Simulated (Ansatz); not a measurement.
## Br on Pt(111): change of the work function: cost of one run

Ansatz 0.2.0; plane-wave DFT, PBE, Ansatz PAW. The cell holds 5 atoms.

File input.yaml:

```yaml
crystal:
  lattice:
    - [2.7718585823, 0.0, 0.0]
    - [1.3859292911, 2.4004999479, 0.0]
    - [0.0, 0.0, 27.0011193175]
  atoms:
    - { symbol: Pt, position: [0.0, 0.0, 0.3333195152] }
    - { symbol: Pt, position: [0.3333333333, 0.3333333333, 0.4171387461] }
    - { symbol: Pt, position: [0.6666666667, 0.6666666667, 0.5025707419] }
    - { symbol: Pt, position: [0.0, 0.0, 0.5890679313] }
    - { symbol: Br, position: [0.3333333333, 0.3333333333, 0.6666804848] }
kpoints:
  mp_grid: { grid: [12, 12, 1] }
hamiltonian:
  xc: pbe
scf:
  occupations: { method: fermi_dirac, width: 0.1 }
  convergence: { dr2_threshold: 1.0e-08 }
efield:
  axis: 3
  dipole_correction: true
  ramp_position: 0.97
  ramp_width: 0.06
relax:
  f_tol: 0.02
  max_steps: 60
  constraints: [{ sites: [0, 1] }]
output:
  write_potential: true
  write_density: true
  volumetric_format: npy
```

Command:

```console
$ ansatz run input.yaml --threads 4 --pin off --max-ram 6144MiB --backend cpu --events-out ev --progress --plain --runs-dir out
```

The cutoff in use is 420 eV. For reference, a run of the same kind (17 atoms, 7 k-points, 177 bands and 14,083 plane waves; 43 SCF cycles) took 1.8 min and 3 GiB on the same hardware.

What time and memory should one allow on 4 threads of Arm Neoverse V2, shared host?

A cutoff of 420 eV is a sphere of radius 10.5 Å⁻¹, so a cell of 180 Å³ holds about V·G³/6π² = 3,511 plane waves. At two electrons a band, the 79 electrons need 40 bands, and 8 more are carried. Symmetry cuts the 12×12×1 mesh from 144 to 19 points. The run has 19 k-points, 48 bands and 3,511 plane waves. Taking the work of a cycle as k-points × spins × bands × plane waves, that is 0.18 times the reference, or 20 s at the reference's 43 cycles. The run needed 146 SCF cycles over 15 ionic steps, which makes it about 69 s. One copy of the wavefunctions takes 0.048 GiB at 16 bytes a coefficient, against 0.26 GiB in the reference; grids, projectors and work arrays come on top. Measured: about 52 s, with a peak of 0.5 GiB. The run was quicker than this simple count says.

[Logs are printed without paths, hosts, clocks, repeated set-up lines and the standing remarks that a program may print on its own settings, such as how far it seeks lower states.]

[Hosts, paths, dates, database ids (printed as entryN), source tags and the programs' standing remarks are cut or masked in the printed files.]

[Maps of the electrostatic potential energy from Ansatz leave out the sawtooth potential of an applied field or a dipole correction, so their vacuum need not be flat; planar profiles and work functions include it.]
